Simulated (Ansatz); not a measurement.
# Random alloy of the hcp Ru-Mo line, x = 0.4375 (64 atoms), relaxed: mesh and functional compared

Which bonds does the relaxation leave, and how do forces and pressure change with k-mesh and functional?

Calculated with Ansatz 0.2.0: Kohn-Sham DFT, PBE, PAW (set soft_2), plane waves; cutoff 420 eV, k-mesh 2×2×2, fermi-dirac smearing of 0.1 eV.

**The cell**

The cell holds 64 atoms: 28 Mo and 36 Ru. Its edges and angles: a = 10.991 Å, b = 10.991 Å, c = 8.840 Å, α = 90.0°, β = 90.0°, γ = 120.0°. It derives from Ru (hcp Ru-Mo) and Mo, repeated 4×4×2. Hcp Ru-Mo: 64 atoms, 28 of 64 Ru sites given to Mo at random, cell and internal coordinates interpolated linearly between the end members (Vegard's rule); not relaxed, displaced by a Gaussian of 0.02 Å. Lattice constants are starting values near those of PBE.

Cell and atoms were relaxed with PBE. The walk converged after 8 steps by the program's count, with a largest force component of 0.0242 eV/Å; it began at an r.m.s. force component of 0.47 eV/Å. The edges went from 10.991, 10.991, 8.840 to 11.073, 11.079, 8.879 Å, and the volume from 14.452 to 14.687 Å³ an atom (+1.6 %).

The input of the reference single point:

```yaml
crystal:
  lattice:
    - [11.07309, -0.03565, -0.0052]
    - [-5.56742, 9.57895, 0.01016]
    - [-0.00418, 0.00703, 8.87876]
  atoms:
    - { symbol: Mo, position: [0.99821, 0.99754, 0.01123] }
    - { symbol: Ru, position: [0.08396, 0.16572, 0.25595] }
    - { symbol: Ru, position: [0.00171, 0.00068, 0.49677] }
    - { symbol: Mo, position: [0.08199, 0.16619, 0.73832] }
    [... 58 atom lines left out ...]
    - { symbol: Mo, position: [0.7477, 0.74782, 0.49434] }
    - { symbol: Ru, position: [0.82877, 0.91583, 0.74916] }
kpoints:
  mp_grid: { grid: [2, 2, 2] }
hamiltonian:
  xc: pbe
scf:
  occupations: { method: fermi_dirac, width: 0.1 }
output:
  forces: true
  stress: true
  populations: true
  dos:
    method: { smearing: { sigma: 0.08 } }
    de: 0.05
    projected: { site_lists: { Mo: [Mo], Ru: [Ru] } }
  eigenvalues: true
  write_density: true
  write_potential: true
  volumetric_format: npy
```

**Bonds after relaxation**

Neighbours by pair of elements; one cutoff, the widest of the pairs' first minima of g(r), serves all pairs of this metal:

| pair A-B | cutoff (Å) | bonds | mean length (Å) | spread (Å) | shortest (Å) | B about A | A about B |
| --- | --- | --- | --- | --- | --- | --- | --- |
| Ru-Ru | 3.27 | 121 | 2.74 | 0.035 | 2.65 | 6.72 | 6.72 |
| Ru-Mo | 3.27 | 190 | 2.74 | 0.055 | 2.58 | 5.28 | 6.79 |
| Mo-Mo | 3.27 | 73 | 2.80 | 0.059 | 2.68 | 5.21 | 5.21 |

How many atoms have how many bonded neighbours:

| element | mean | 12 |
| --- | --- | --- |
| Mo | 12 | 28 |
| Ru | 12 | 36 |

**Levels of theory**

Single points at the relaxed geometry:

| functional | k-mesh | pressure (GPa) | r.m.s. force component (eV/Å) | SCF cycles | time |
| --- | --- | --- | --- | --- | --- |
| PBE | 2×2×2 | -0.01 | 0.009 | 8 | 8.2 s |
| PBE | 3×3×3 | 0.15 | 0.044 | 8 | 12 s |
| r2SCAN | 2×2×2 | -4.83 | 0.067 | 13 | 11 s |
| PBEsol | 2×2×2 | -9.14 | 0.034 | 8 | 7.1 s |

Cutoffs: 420 eV for PBE and PBEsol; 500 eV for r2SCAN.

**Findings**

Every run has partly filled levels at the Fermi energy, as in a metal. Against the reference the pressure changes with r2SCAN by -4.8 GPa and PBEsol by -9.1 GPa; a negative change means a smaller volume than PBE would take. The denser mesh moves the energy by +0.4 meV/atom and the pressure by +0.16 GPa. On it the r.m.s. force component is 0.044 eV/Å against 0.009, so the geometry is at rest on the reference mesh alone.

Limits: All single points share the geometry relaxed with PBE. One random arrangement of the atoms on their sites.

[Logs are printed without paths, hosts, clocks, repeated set-up lines and the standing remarks that a program may print on its own settings, such as how far it seeks lower states.]

[Hosts, paths, dates, database ids (printed as entryN), source tags and the programs' standing remarks are cut or masked in the printed files.]
